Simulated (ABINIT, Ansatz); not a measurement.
# K2TaNbO6 (P4/mmm): G0W0 on several meshes in ABINIT, part 2 of 2

Aim: the GW shift of K2TaNbO6 (P4/mmm) against the k mesh.

ABINIT 10.8.3; LDA and many-body steps on it, plane waves. Known limits of the many-body steps: not at the basis limit; no spin-orbit coupling; coarse k mesh.

So far. Step 4 (2×2×1): The gap on the mesh goes from 1.32 eV to 2.65 eV, a correction of +1.34 eV. Step 5 (Empty states on the mesh, 4×4×2 mesh, 140 bands): On this mesh the gap is 1.316 eV.

## Step 7: 4×4×2

This step: G0W0 on LDA, plane waves, norm-conserving pseudopotentials.

The input, run.abi:

```
acell 3*1.0 Angstrom
rprim 
  4.051501000000 0.000000000000 0.000000000000
  0.000000000000 4.051501000000 0.000000000000
  0.000000000000 0.000000000000 8.099891000000
ntypat 4
znucl 19 73 41 8
natom 10
typat 1 1 2 3 4 4 4 4 4 4
xred 
  0.500000000000 0.500000000000 0.251188000000
  0.500000000000 0.500000000000 0.748812000000
  0.000000000000 0.000000000000 0.000000000000
  0.000000000000 0.000000000000 0.500000000000
  0.000000000000 0.000000000000 0.247978000000
  0.000000000000 0.000000000000 0.752022000000
  0.000000000000 0.500000000000 0.000000000000
  0.500000000000 0.000000000000 0.000000000000
  0.000000000000 0.500000000000 0.500000000000
  0.500000000000 0.000000000000 0.500000000000
pp_dirpath "pseudos"
pseudos "K.upf, Ta.upf, Nb.upf, O.upf"
ecut 37
ngkpt 4 4 2
nshiftk 1
shiftk 0 0 0
kptopt 1
chksymbreak 0
istwfk *1
occopt 1
irdwfk 1
optdriver 4
nband 128
gwcalctyp 0
ecutsigx 37
symsigma 1
nkptgw 3
kptgw 
  0.5000000000 0.5000000000 0.0000000000
  0.0000000000 0.0000000000 0.0000000000
  0.5000000000 0.0000000000 0.0000000000
bdgw 
  38 42
  39 43
  39 42
ecuteps 4.2
irdscr 1
ppmodel 1
indata_prefix "in"
outdata_prefix "out"
tmpdata_prefix "tmp"
```

The run is started by

```console
> OMP_NUM_THREADS=1 mpirun -n 4 abinit run.abi > log
```

Numbers of over 12 decimals in the logs are rounded to 6 here.

What it wrote:

```text
.Version 10.8.3 of ABINIT. v10.8.2 released Aug 2026.

 Symmetries : space group P4/m m m (#123); Bravais tP (primitive tetrag.)
[... echo of the input left out ...]
== DATASET  1 ==================================================================
-   mpi_nproc: 4, omp_nthreads: 1 (-1 if OMP is not activated)

--- !DatasetInfo
iteration_state: {dtset: 1, }
dimensions: {natom: 10, nkpt: 12, mband: 128, nsppol: 1, nspinor: 1, nspden: 1, mpw: 9684, }
cutoff_energies: {ecut:  37.0, pawecutdg:  -1.0, }
electrons: {nelect:   8.00000000E+01, charge:   0.00000000E+00, occopt:   1.00000000E+00, tsmear:   1.00000000E-02, }

 SIGMA: Calculation of the GW corrections

 Based on a program developped by R.W. Godby, V. Olevano, G. Onida, and L. Reining.
 Incorporated in ABINIT by V. Olevano, G.-M. Rignanese, and M. Torrent.
.Using double precision arithmetic ; gwpc =  8

[... cell and pseudopotentials left out ...]
--------------------------------------------------------------------------------

 ==== K-mesh for the wavefunctions ====
 Number of points in the irreducible wedge :    12
[... list of points left out ...]
 Together with 16 symmetry operations and time-reversal symmetry
 yields    32 points in the full Brillouin Zone.

 ==== Q-mesh for screening function ====
 Number of points in the irreducible wedge :    12
[... list of points left out ...]
 Together with 16 symmetry operations and time-reversal symmetry
 yields    32 points in the full Brillouin Zone.

 vcoul_init : cutoff-mode = AUXILIARY_FUNCTION
 q-points for optical limit:   1
     1)      0.000010    0.000020    0.000030
 setmesh: FFT mesh size selected  =    45x   45x   90
          total number of points  =       182250

 Number of electrons calculated from density =   80.0000; Expected =   80.0000
[...]
number of plane-waves for wavefunctions          9629
 number of bands                                   128
 number of q-points in IBZ                          12
 number of frequencies                               2
 number of real frequencies                          1
 number of imag frequencies                          1

 matrix elements of self-energy operator (all in [eV])

 Perturbative Calculation

--- !SelfEnergy_ee
iteration_state: {dtset: 1, }
kpoint     : [   0.500,    0.500,    0.000, ]
spin       : 1
KS_gap     :    4.084
QP_gap     :    5.744
Delta_QP_KS:    1.661
data: !SigmaeeData |
     Band     E0 <VxcDFT>   SigX SigC(E0)      Z dSigC/dE  Sig(E)    E-E0       E
       38   4.921 -19.801 -24.894   5.299   0.761  -0.315 -19.644   0.156   5.077
       39   4.921 -19.801 -24.894   5.299   0.761  -0.315 -19.644   0.156   5.077
       40   4.980 -19.774 -24.913   5.280   0.765  -0.308 -19.666   0.108   5.088
[...]
--- !SelfEnergy_ee
iteration_state: {dtset: 1, }
kpoint     : [   0.000,    0.000,    0.000, ]
spin       : 1
KS_gap     :    2.020
QP_gap     :    3.537
Delta_QP_KS:    1.516
data: !SigmaeeData |
     Band     E0 <VxcDFT>   SigX SigC(E0)      Z dSigC/dE  Sig(E)    E-E0       E
[...]
--- !SelfEnergy_ee
iteration_state: {dtset: 1, }
kpoint     : [   0.500,    0.000,    0.000, ]
spin       : 1
KS_gap     :    1.783
QP_gap     :    3.284
Delta_QP_KS:    1.501
data: !SigmaeeData |
     Band     E0 <VxcDFT>   SigX SigC(E0)      Z dSigC/dE  Sig(E)    E-E0       E
[...]
41   6.667 -15.804 -10.068  -3.696   0.811  -0.233 -14.149   1.655   8.322
       42   8.789 -18.637 -12.698  -3.710   0.776  -0.289 -16.907   1.729  10.518

== END DATASET(S) ==============================================================
================================================================================

 -outvars: echo values of variables after computation  --------
           etotal      0.0000000000E+00
            nband         128
             nkpt          12
          spgroup         123
 [... the other variables as echoed above ...]

 Calculation completed.
```

It took 96 s on 4 MPI ranks of Arm Neoverse N1, shared host; peak memory 2.6 GiB; 6.4 min of CPU time.

Numbers from this step:

```
G0W0 gap on the points computed              : 2.794 eV
starting gap on the mesh                     : 1.316 eV
k of the valence top                         : 0.5, 0.5, 0
k of the conduction bottom                   : 0, 0, 0
Z at the valence top                         : 0.765
Z at the conduction bottom                   : 0.809
least direct G0W0 gap on the computed points : 3.284 eV
```

Against G0W0 in ABINIT (2×2×1 mesh, 128 bands, screening to 114.3 eV, Godby-Needs plasmon pole), the gap moves by +0.142 eV.

## Step 8: Side by side

Times are wall times on 4 MPI ranks of Arm Neoverse N1, shared host, good to a factor of about two. A run's time includes the screening step that it read.

| run | mesh | bands | screening cutoff (eV) | DFT gap (eV) | gap on the mesh (eV) | direct (eV) | ε∞ used | time |
| --- | --- | --- | --- | --- | --- | --- | --- | --- |
| 2×2×1 | 2×2×1 | 128 | 114.3 | 1.316 | 2.652 | 3.138 | 12.18 | 1.8 min |
| 4×4×2 | 4×4×2 | 128 | 114.3 | 1.316 | 2.794 | 3.284 | 6.71 | 12 min |

## Step 9: Results

* 2×2×1: 2.652 eV
* 4×4×2: 2.794 eV
* known limits: not at the basis limit; no spin-orbit coupling; coarse k mesh

In words: 4×4×2: +0.142 eV against 2×2×1. Bands and cutoff are finite, so the gap is not at the basis limit. The miss can reach some tenths of an eV and take either sign; the mesh is an error of its own. The 2×2×1 mesh is coarse for this cell, which bears on the long-range parts of exchange and screening. The many-body steps are scalar-relativistic: spin-orbit coupling is not in them.

[Paths, hosts, dates, memory and timing lines, banners, echoed tables and standing remarks are left out of the program output.]

[Logs are printed without paths, hosts, clocks, repeated set-up lines and the standing remarks that a program may print on its own settings, such as how far it seeks lower states.]

[Runs of the session that timed out or met a known fault of the program may be left out.]

[Hosts, paths, dates, database ids (printed as entryN), source tags and the programs' standing remarks are cut or masked in the printed files.]

[G0W0 gaps are taken among the corrected bands and points alone; a level outside them can change the order at an edge.]

[Where Ansatz stands beside ABINIT at settings called matched, ABINIT's density can come from a denser mesh and the files from another edition; pairs whose starting gaps differed by over 0.03 eV were left out, so agreement reads better than it is.]
